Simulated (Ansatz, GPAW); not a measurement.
## How TaCuP2 (model structure) absorbs and reflects light

Aim: the dielectric function of TaCuP2 (model structure), and the optical constants that follow from it. The cell was made here by substitution or stacking, whether or not such a phase is known. It was built so: All N replaced by P in the R-3m structure of TaCuN2. The cell is first relaxed with Ansatz.

Main program and level: GPAW 26.7.0; DFT, PBE, plane-wave PAW (GPAW data sets), scalar-relativistic, RPA, optical limit.

### Step 1. Set-up

Symmetry: R-3m, No. 166, trigonal system. The conventional cell has a = 3.594 Å, b = 3.594 Å, c = 19.983 Å, α = 90.00°, β = 90.00°, γ = 120.00°. Ta has 6 P at 2.28 Å nearest. Nearest to Cu lie 2 P at 2.38 Å. Nearest to P lie 3 Ta at 2.28 Å and 1 Cu at 2.38 Å. All N replaced by P in the R-3m structure of TaCuN2. Farther neighbours are not listed.

### Step 2. Relaxation

The structure was built or cut out here, so it is relaxed before any spectrum is computed.

This step: DFT, PBE, plane-wave PAW, default files, scalar-relativistic, relaxation (Ansatz 0.2.0).

input.yaml reads:

```yaml
crystal:
  lattice:
    - [1.7968432415, 1.0374079292, 6.6610018]
    - [-1.7968432415, 1.0374079292, 6.6610018]
    - [0.0, -2.0748158583, 6.6610018]
  atoms:
    - { symbol: Ta, position: [0.5, 0.5, 0.5] }
    - { symbol: Cu, position: [0.0, 0.0, 0.0] }
    - { symbol: P, position: [0.881, 0.881, 0.881] }
    - { symbol: P, position: [0.119, 0.119, 0.119] }
kpoints:
  mp_grid: { grid: [7, 7, 7] }
scf:
  occupations: { method: fermi_dirac, width: 0.05 }
hamiltonian:
  xc: pbe
output:
  forces: true
  stress: true
relax:
  f_tol: 0.02
  max_steps: 50
  cell: {}
```

Run with:

```
$ ansatz run input.yaml --threads 1 --pin off --max-ram 4096MiB --backend cpu --events-out ev --progress --plain --runs-dir out
```

Numbers of over 12 decimals in the logs are rounded to 6 here.

The program printed:

```text
basis.fft_grid_basis auto: the FFT boxes are laid along the combinations [[1, 0, -1], [0, 1, -1], [0, 0, 1]] of the cell's own vectors, 3.594, 3.594 and 6.977 Å long. The dense box has 25×25×48 points. Along the cell's own vectors, as sized, it would have 48×48×48, 3.69 times as many. Of the 12 symmetry operations that the crystal satisfies within crystal.symmetry.tolerance (time reversal apart; of a slab, those that [...]
Engine: ansatz 0.2.0, aarch64-unknown-linux-gnu
Pseudopotentials: kind: paw
Pseudopotential: Ta, paw, valence charge 13, recommended cutoff 420 eV (normal), Ta.paw.azcp
Pseudopotential: Cu, paw, valence charge 19, recommended cutoff 420 eV (normal), Cu.paw.azcp
Pseudopotential: P, paw, valence charge 5, recommended cutoff 420 eV (normal), P.paw.azcp
Functional definition: PBE
  parameter kappa = 0.804
  parameter beta = 0.066725
  exchange = pbe_x(kappa = kappa, mu = beta*pi^2/3)
  correlation = pbe_c(beta = beta)
Crystal: 4 atoms, lattice volume = 74.499 Å³
Basis set: ecut = 420 eV, 1439 PW (Γ), FFT grids on a1−a3, a2−a3, a3, exchange–correlation on 50×50×96 points (8 copies of the dense FFT grid, shifted against one another)
Bands: 26, of which v1, the nominal top of the filled ones, is band 21 counted from 1 (20 counted from 0)
Symmetry: 12 space group operations
Space group: R-3m (ITA 166), of the structure as read, at distance tolerance 4.2e-5 Å
k-points: 44 of 343
Non-local potential: Ta, projectors of the file, l = 0: 3, l = 1: 2, l = 2: 2, l = 3: 1
Non-local potential: Cu, projectors of the file, l = 0: 3, l = 1: 2, l = 2: 3, l = 3: 1
Non-local potential: P, projectors of the file, l = 0: 2, l = 1: 2, l = 2: 2
PAW form: soft (Blöchl's): semilocal exchange-correlation on the pseudo side does not see the compensation charge
PAW one-centre angular grid: Ta, 590 points (default); XC on 64 Gauss nodes
PAW one-centre angular grid: Cu, 590 points (default); XC on 64 Gauss nodes
PAW one-centre angular grid: P, 110 points (default); XC on 64 Gauss nodes
Initial density: superposition of atomic densities (neutral atoms: chi_scale 0, normalization atom), corrected by the library's trained network
Initial wavefunctions: pseudopotential atomic-orbital guess
Functional: x = pbe(κ = 0.804, μ = 0.219515), c = pbe(β = 0.066725)
SCF iter   1: F=—  HF=-18065.617036 eV  |F-HF|=—  |Δ(HF+E_count)|=         —  Δρ=9.08e-3  dr2=2.10e-1  ethr=1.77e-3  ⟨swp⟩=6.7  Hψ=5662  notcnv=0
preconditioner: auto → LDOS  [metal: Δε(μ)=0.038 eV  Ē_g=6.545 eV  σ=0.050 eV  W_gap=0.19  n_scr=22 (ndim 8)  ℏωp=21.9 eV  f_vac=0.013  D(μ)=2.29/eV (n_scr^D=16)  β→1.0]
SCF iter   2: F=—  HF=-18065.602605 eV  |F-HF|=—  |Δ(HF+E_count)|=   1.44e-2  Δρ=7.03e-3  dr2=5.30e-2  ethr=5.00e-4  ⟨swp⟩=2.9  Hψ=2266  notcnv=0
preconditioner: auto → Kerker (q_TF=auto, 2.480 Å⁻¹)  [metal: Δε(μ)=0.033 eV  Ē_g=6.489 eV  σ=0.050 eV  W_gap=0.16  n_scr=22 (ndim 8)  ℏωp=21.9 eV  f_vac=0.010  D(μ)=2.59/eV (n_scr^D=22)  β→0.5]
SCF iter   3: F=—  HF=-18065.591379 eV  |F-HF|=—  |Δ(HF+E_count)|=   1.12e-2  Δρ=4.99e-3  dr2=1.18e-2  ethr=1.26e-4  ⟨swp⟩=2.0  Hψ=1848  notcnv=0
SCF iter   4: F=—  HF=-18065.589187 eV  |F-HF|=—  |Δ(HF+E_count)|=   2.19e-3  Δρ=1.69e-3  dr2=3.13e-3  ethr=2.81e-5  ⟨swp⟩=2.0  Hψ=1682  notcnv=0
SCF iter   5: F=—  HF=-18065.588806 eV  |F-HF|=—  |Δ(HF+E_count)|=   3.81e-4  Δρ=4.88e-4  dr2=3.92e-4  ethr=7.45e-6  ⟨swp⟩=2.4  Hψ=1703  notcnv=0
SCF iter   6: F=—  HF=-18065.588794 eV  |F-HF|=—  |Δ(HF+E_count)|=   1.24e-5  Δρ=1.43e-4  dr2=3.85e-5  ethr=9.33e-7  ⟨swp⟩=2.4  Hψ=1640  notcnv=0
SCF iter   7: F=—  HF=-18065.588809 eV  |F-HF|=—  |Δ(HF+E_count)|=   1.49e-5  Δρ=7.10e-5  dr2=5.83e-6  ethr=9.18e-8  ⟨swp⟩=2.0  Hψ=1641  notcnv=0
SCF iter   8: F=—  HF=-18065.588809 eV  |F-HF|=—  |Δ(HF+E_count)|=   2.58e-7  Δρ=1.25e-5  dr2=1.49e-7  ethr=1.39e-8  ⟨swp⟩=2.0  Hψ=1637  notcnv=0
SCF iter   9: F=-18065.588809 eV  HF=-18065.588809 eV  |F-HF|=1.07e-8  |Δ(HF+E_count)|=   1.24e-7  Δρ=4.62e-6  dr2=1.94e-8  ethr=2.38e-10  ⟨swp⟩=5.0  Hψ=4212  notcnv=0
SCF 1 converged in 9 iterations: F = -18065.588809 eV  dr2 = 1.94e-8
  greatest PAW one-centre occupation: 1.000 electrons in one spin orbital (limit 2), on the Cu atom at site 1 (counted from 0), in its partial waves of l = 0
relax step   1: F+E_penalty+E_count = -18065.58880934 eV  Δ(F+E_penalty+E_count) = +0.000e0 eV  max|allowed force component| = 7.347e0 eV/Å  Δτ_max = 0.0000 Å  P = +30.612 GPa  Ω = 74.499 Å³  (9 SCF iters, dr2 threshold 1.00e-7 eV, accepted)
Crystal: 4 atoms, lattice volume = 80.704 Å³
Basis set: ecut = 420 eV, 1559 PW (Γ), FFT grids on a1−a3, a2−a3, a3, exchange–correlation on 50×50×96 points (8 copies of the dense FFT grid, shifted against one another)
Initial density: handed on by an earlier stage of this run
Initial wavefunctions: those handed on with the density
SCF iter   1: F=—  HF=-18068.696068 eV  |F-HF|=—  |Δ(HF+E_count)|=         —  Δρ=2.50e-2  dr2=1.89e0  ethr=3.10e-3  ⟨swp⟩=7.4  Hψ=5438  notcnv=0
preconditioner: auto → Kerker (q_TF=auto, 2.447 Å⁻¹)  [metal: Δε(μ)=0.063 eV  Ē_g=6.525 eV  σ=0.050 eV  W_gap=0.30  n_scr=22 (ndim 8)  ℏωp=21.1 eV  f_vac=0.008  D(μ)=0.93/eV (n_scr^D=2)]
SCF iter   2: F=—  HF=-18068.451698 eV  |F-HF|=—  |Δ(HF+E_count)|=   2.44e-1  Δρ=1.42e-2  dr2=3.51e-1  ethr=3.10e-3  ⟨swp⟩=2.4  Hψ=1724  notcnv=0
SCF iter   3: F=—  HF=-18068.442354 eV  |F-HF|=—  |Δ(HF+E_count)|=   9.34e-3  Δρ=1.94e-2  dr2=3.09e-1  ethr=8.37e-4  ⟨swp⟩=2.3  Hψ=2259  notcnv=0
SCF iter   4: F=—  HF=-18068.386786 eV  |F-HF|=—  |Δ(HF+E_count)|=   5.56e-2  Δρ=4.48e-3  dr2=2.37e-2  ethr=7.35e-4  ⟨swp⟩=2.1  Hψ=2029  notcnv=0
SCF iter   5: F=—  HF=-18068.382390 eV  |F-HF|=—  |Δ(HF+E_count)|=   4.40e-3  Δρ=1.07e-3  dr2=3.57e-3  ethr=5.65e-5  ⟨swp⟩=2.0  Hψ=1844  notcnv=0
SCF iter   6: F=—  HF=-18068.381854 eV  |F-HF|=—  |Δ(HF+E_count)|=   5.35e-4  Δρ=5.52e-4  dr2=4.54e-4  ethr=8.51e-6  ⟨swp⟩=2.1  Hψ=1560  notcnv=0
SCF iter   7: F=—  HF=-18068.381875 eV  |F-HF|=—  |Δ(HF+E_count)|=   2.03e-5  Δρ=3.15e-4  dr2=2.39e-4  ethr=1.08e-6  ⟨swp⟩=2.0  Hψ=1621  notcnv=0
SCF iter   8: F=—  HF=-18068.381880 eV  |F-HF|=—  |Δ(HF+E_count)|=   5.61e-6  Δρ=1.18e-4  dr2=5.64e-5  ethr=5.69e-7  ⟨swp⟩=1.2  Hψ=1155  notcnv=0
SCF iter   9: F=—  HF=-18068.381874 eV  |F-HF|=—  |Δ(HF+E_count)|=   6.10e-6  Δρ=4.40e-5  dr2=4.19e-6  ethr=1.34e-7  ⟨swp⟩=2.1  Hψ=1350  notcnv=0
SCF iter  10: F=-18068.381874 eV  HF=-18068.381874 eV  |F-HF|=6.46e-8  |Δ(HF+E_count)|=   3.27e-7  Δρ=9.71e-6  dr2=2.05e-7  ethr=9.52e-10  ⟨swp⟩=4.0  Hψ=5125  notcnv=0
SCF 2 converged in 10 iterations: F = -18068.381874 eV  dr2 = 2.05e-7
[...]
relax step   5: F+E_penalty+E_count = -18069.53779731 eV  Δ(F+E_penalty+E_count) = -2.311e-1 eV  max|allowed force component| = 5.046e-1 eV/Å  Δτ_max = 0.0702 Å  P = -4.456 GPa  Ω = 77.746 Å³  energy of the carried Pulay correction = -1.094e-3 eV  (9 SCF iters, dr2 threshold 4.00e-7 eV, accepted)
relax step   6: F+E_penalty+E_count = -18069.70483771 eV  Δ(F+E_penalty+E_count) = -1.670e-1 eV  max|allowed force component| = 3.234e-1 eV/Å  Δτ_max = 0.0343 Å  P = -3.034 GPa  Ω = 72.208 Å³  energy of the carried Pulay correction = +8.012e-4 eV  (9 SCF iters, dr2 threshold 4.00e-7 eV, accepted)
relax step   7: F+E_penalty+E_count = -18069.72248783 eV  Δ(F+E_penalty+E_count) = -1.765e-2 eV  max|allowed force component| = 1.915e-1 eV/Å  Δτ_max = 0.0111 Å  P = +0.778 GPa  Ω = 70.208 Å³  energy of the carried Pulay correction = +1.521e-3 eV  (8 SCF iters, dr2 threshold 4.00e-7 eV, accepted)
relax step   8: F+E_penalty+E_count = -18069.72372283 eV  Δ(F+E_penalty+E_count) = -1.235e-3 eV  max|allowed force component| = 9.954e-2 eV/Å  Δτ_max = 0.0155 Å  P = +0.140 GPa  Ω = 69.571 Å³  energy of the carried Pulay correction = +1.755e-3 eV  (7 SCF iters, dr2 threshold 4.00e-7 eV, accepted)
relax step   9: F+E_penalty+E_count = -18069.72589486 eV  Δ(F+E_penalty+E_count) = -2.172e-3 eV  max|allowed force component| = 4.547e-3 eV/Å  Δτ_max = 0.0071 Å  P = +0.048 GPa  Ω = 70.117 Å³  energy of the carried Pulay correction = +1.555e-3 eV  (8 SCF iters, dr2 threshold 4.00e-7 eV, accepted)
relax step  10: F+E_penalty+E_count = -18069.72589939 eV  Δ(F+E_penalty+E_count) = -4.529e-6 eV  max|allowed force component| = 6.623e-4 eV/Å  Δτ_max = 0.0002 Å  P = -0.002 GPa  Ω = 70.124 Å³  energy of the carried Pulay correction = +1.552e-3 eV  (5 SCF iters, dr2 threshold 3.02e-8 eV, accepted)
relax step  11: F+E_penalty+E_count = -18069.74328333 eV  Δ(F+E_penalty+E_count) = -1.738e-2 eV  max|allowed force component| = 1.516e-3 eV/Å  Δτ_max = 0.0000 Å  P = +0.356 GPa  Ω = 70.124 Å³  stress off target by 1.06e0 GPa  SCF on the basis re-selected at this cell (its energy is not comparable with the rows above)  (9 SCF iters)
relax step  12: F+E_penalty+E_count = -18069.74403702 eV  Δ(F+E_penalty+E_count) = -7.537e-4 eV  max|allowed force component| = 4.037e-3 eV/Å  Δτ_max = 0.0003 Å  P = +0.024 GPa  Ω = 70.137 Å³  energy of the carried Pulay correction = -2.269e-5 eV  (6 SCF iters, dr2 threshold 4.00e-7 eV, accepted)
relax step  13: F+E_penalty+E_count = -18069.74404126 eV  Δ(F+E_penalty+E_count) = -4.240e-6 eV  max|allowed force component| = 3.678e-5 eV/Å  Δτ_max = 0.0002 Å  P = -0.002 GPa  Ω = 70.133 Å³  energy of the carried Pulay correction = -2.300e-5 eV  (6 SCF iters, dr2 threshold 1.22e-8 eV, accepted)
iter 1 solved again at ethr=1.37e-7 eV; its pass at ethr=3.10e-3 eV (dr2=5.75e-5 eV) is discarded
SCF iter   1: F=—  HF=-18069.744062 eV  |F-HF|=—  |Δ(HF+E_count)|=         —  Δρ=2.74e-5  dr2=1.46e-8  ethr=1.37e-7  ⟨swp⟩=3.7  Hψ=8631  notcnv=0
eigensolver tolerance schedule: the retry pair's looser diagonalisation over-reported the residual by 3941.29 of it (diagonalisation noise at 0.21 of the residual, at the tolerance the schedule requests for it); recorded, not acted on — ethr = c·dr2/N_el stays at c = 1.0e-1
SCF iter   2: F=—  HF=-18069.744073 eV  |F-HF|=—  |Δ(HF+E_count)|=   1.13e-5  Δρ=1.40e-5  dr2=4.65e-9  ethr=3.47e-11  ⟨swp⟩=3.2  Hψ=2438  notcnv=0
SCF iter   3: F=—  HF=-18069.744074 eV  |F-HF|=—  |Δ(HF+E_count)|=   9.43e-7  Δρ=7.97e-7  dr2=1.41e-10  ethr=1.11e-11  ⟨swp⟩=2.1  Hψ=1718  notcnv=0
SCF iter   4: F=—  HF=-18069.744074 eV  |F-HF|=—  |Δ(HF+E_count)|=   1.59e-9  Δρ=2.82e-7  dr2=8.23e-11  ethr=1.00e-12  ⟨swp⟩=2.0  Hψ=1461  notcnv=0
iter 5 did not close the SCF: its close was put off for the readings that it lacked (scf_convergence_deferred on its scf_iter line)
SCF iter   5: F=-18069.744074 eV  HF=-18069.744074 eV  |F-HF|=1.46e-11  |Δ(HF+E_count)|=  1.09e-11  Δρ=1.12e-7  dr2=3.07e-11  ethr=1.00e-12  ⟨swp⟩=1.0  Hψ=1145  notcnv=0
iter 6 did not close the SCF: its close was put off for the readings that it lacked (scf_convergence_deferred on its scf_iter line)
SCF iter   6: F=-18069.744074 eV  HF=-18069.744074 eV  |F-HF|=3.64e-12  |Δ(HF+E_count)|=  3.64e-12  Δρ=4.07e-8  dr2=4.16e-12  ethr=1.00e-12  ⟨swp⟩=1.0  Hψ=1145  notcnv=0
iter 7 did not close the SCF: its close was put off for the readings that it lacked (scf_convergence_deferred on its scf_iter line)
SCF iter   7: F=-18069.744074 eV  HF=-18069.744074 eV  |F-HF|=1.09e-11  |Δ(HF+E_count)|=  3.64e-12  Δρ=2.92e-8  dr2=1.11e-12  ethr=1.00e-12  ⟨swp⟩=1.0  Hψ=1146  notcnv=0
iter 8 did not close the SCF: its close was put off for the readings that it lacked (scf_convergence_deferred on its scf_iter line)
SCF iter   8: F=-18069.744074 eV  HF=-18069.744074 eV  |F-HF|=3.64e-12  |Δ(HF+E_count)|=    0.00e0  Δρ=7.70e-9  dr2=4.36e-14  ethr=1.00e-12  ⟨swp⟩=1.0  Hψ=1146  notcnv=0
SCF iter   9: F=-18069.744074 eV  HF=-18069.744074 eV  |F-HF|=3.64e-12  |Δ(HF+E_count)|=  3.64e-12  Δρ=3.41e-9  dr2=7.63e-15  ethr=1.00e-12  ⟨swp⟩=1.6  Hψ=2536  notcnv=0
SCF 14 converged in 9 iterations: F = -18069.744074 eV  dr2 = 7.63e-15
relax step  14: F+E_penalty+E_count = -18069.74407423 eV  Δ(F+E_penalty+E_count) = -3.297e-5 eV  max|allowed force component| = 1.085e-5 eV/Å  Δτ_max = 0.0000 Å  P = -0.001 GPa  Ω = 70.133 Å³  stress off target by 2.05e-3 GPa  SCF on the basis re-selected at this cell (its energy is not comparable with the rows above)  (9 SCF iters)
basis re-selected at this cell: Δ(F+E_penalty+E_count) = -3.297e-5 eV, ΔP = +0.000 GPa vs the last step (what re-selecting the basis moved, of the pressure what is left beyond the Pulay correction that the steps carried, after the strain that the cell walked since its last selection, with what the two solves' SCF thresholds leave and, on support functions, any second-order correction that the steps lacked; it is no m [...]
SCF converged after 9 iterations
Free energy (F): -18069.744074 eV
Harris-Foulkes:  -18069.744074 eV  (|F-HF|=3.64e-12)
Internal energy: -18069.737466 eV  (E = F + TS)
E sigma→0 (E₀):  -18069.740770 eV
Entropy (-TS):   -0.006609 eV (-1.652 meV/atom)
Fermi energy:    11.402378 eV
--- Per-component energies (eV) ---
  E_band       = -611.730569
  E_kinetic    = 807.767106
  E_local      = -6550.320135  (includes V_loc(G=0)·N_el)
  E_nonlocal   = 475.006027
  E_hartree    = 2841.177037
  E_xc         = -430.472829
  E_vxc        = -440.401980  (∫ρ·V_xc dr)
  E_paw        = -11201.562606  (= ΣΔE_a)
  E_vpaw       = -586.136094  (= ΣTr[D̂ρ^β])
  E_aug_tail   = 0.000430  (compensation charges beyond the density's cutoff)
  E_ewald      = -4011.332496
  E_smearing   = -0.006609  (= −TS)
  E_closure    = -0.000000  (closes the sum)
  Σ components = -18069.744074   (vs F -18069.744074, Δ=0.00e0)
--- Forces (eV/Å), atoms counted from 1 ---
  atom   1  Ta    -0.00000000    -0.00000000     0.00000000
  atom   2  Cu    -0.00000000     0.00000000     0.00000000
  atom   3  P      0.00000000    -0.00000000     0.00001085
  atom   4  P      0.00000000     0.00000000    -0.00001085
  max |Σ_I F_I| component: 2.78e-17 eV/Å
--- Stress (GPa, compression-positive) ---
       -0.002045      -0.000000      -0.000000
       -0.000000      -0.002045       0.000000
       -0.000000       0.000000      -0.000270
  P = ⅓ Tr σ = -0.0015 GPa (-0.015 kbar)
--- Relaxed structure (12 steps of the walk, 12 accepted, 2 SCFs on fresh bases) ---
  F+E_penalty+E_count = -18069.74407423 eV   max|allowed force component| = 1.085e-5 eV/Å   (the final SCF, on the basis selected at the relaxed cell)
  cell:  # Å, volume = 70.1330 Å³
    - [1.607793, 0.928260, 7.831981]
    - [-1.607793, 0.928260, 7.831981]
    - [0, -1.856520, 7.831981]
  atoms:
    - { symbol: Ta, position: [0.5, 0.5, 0.5] }
    - { symbol: Cu, position: [0, 0, 0] }
    - { symbol: P, position: [0.905828, 0.905828, 0.905828] }
    - { symbol: P, position: [0.094172, 0.094172, 0.094172] }
```

Elapsed: 66 s, on 1 thread of Arm Neoverse V1, shared host; peak memory 0.4 GiB.

Relaxation path:

| step | energy less that of the first step (eV) | largest force component (eV/Å) | pressure (GPa) | volume (Å³) |
| --- | --- | --- | --- | --- |
| 1 | 0.0000 | 7.3471 | 30.61 | 74.50 |
| 2 | -2.7931 | 3.3359 | 8.21 | 80.70 |
| 3 | -3.6450 | 0.0569 | 0.10 | 80.79 |
| 4 | -3.7179 | 0.0036 | -1.81 | 81.23 |
| 5 | -3.9490 | 0.5046 | -4.46 | 77.75 |
| 6 | -4.1160 | 0.3234 | -3.03 | 72.21 |
| 7 | -4.1337 | 0.1915 | 0.78 | 70.21 |
| 8 | -4.1349 | 0.0995 | 0.14 | 69.57 |
| 9 | -4.1371 | 0.0045 | 0.05 | 70.12 |
| 10 | -4.1371 | 0.0007 | 0.00 | 70.12 |
| 11* | -4.1545 | 0.0015 | 0.36 | 70.12 |
| 12 | -4.1552 | 0.0040 | 0.02 | 70.14 |
| 13 | -4.1552 | 0.0000 | 0.00 | 70.13 |
| 14* | -4.1553 | 0.0000 | 0.00 | 70.13 |

Relaxation steps marked * repeat the geometry before them on a plane-wave basis chosen anew for their cell, so energy and pressure can jump there.

Forces are held to the 12 operations that the run works with; a distortion that breaks them can't arise in this run.

| cell as run | before | after | change |
| --- | --- | --- | --- |
| a (Å) | 6.977 | 8.049 | +15.4 % |
| b (Å) | 6.977 | 8.049 | +15.4 % |
| c (Å) | 6.977 | 8.049 | +15.4 % |
| α (°) | 29.85 | 23.04 | -22.8 % |
| β (°) | 29.85 | 23.04 | -22.8 % |
| γ (°) | 29.85 | 23.04 | -22.8 % |
| volume (Å³/atom) | 18.62 | 17.53 | -5.9 % |

The atoms that moved most (Å, as changes of fractional coordinates times the final cell):

| atom | dx | dy | dz | length |
| --- | --- | --- | --- | --- |
| P3 | 0.000 | 0.000 | 0.583 | 0.583 |
| P4 | 0.000 | 0.000 | -0.583 | 0.583 |

The relaxed structure:

```xyz
4
Lattice="1.6078 0.9283 7.8320 -1.6078 0.9283 7.8320 0.0000 -1.8565 7.8320" Properties=species:S:1:pos:R:3 pbc="T T T"
Ta    0.0000    0.0000   11.7480
Cu    0.0000    0.0000    0.0000
P     0.0000    0.0000   21.2833
P     0.0000    0.0000    2.2127
```

The relaxation ends with a largest force component of 1.1e-5 eV/Å and a pressure of 0.00 GPa.

(Continued in part 2 of 3.)

[Machine, clock and banner lines and Python warnings are left out of the logs.]

[Logs are printed without paths, hosts, clocks, repeated set-up lines and the standing remarks that a program may print on its own settings, such as how far it seeks lower states.]

[Hosts, paths, dates, database ids (printed as entryN), source tags and the programs' standing remarks are cut or masked in the printed files.]
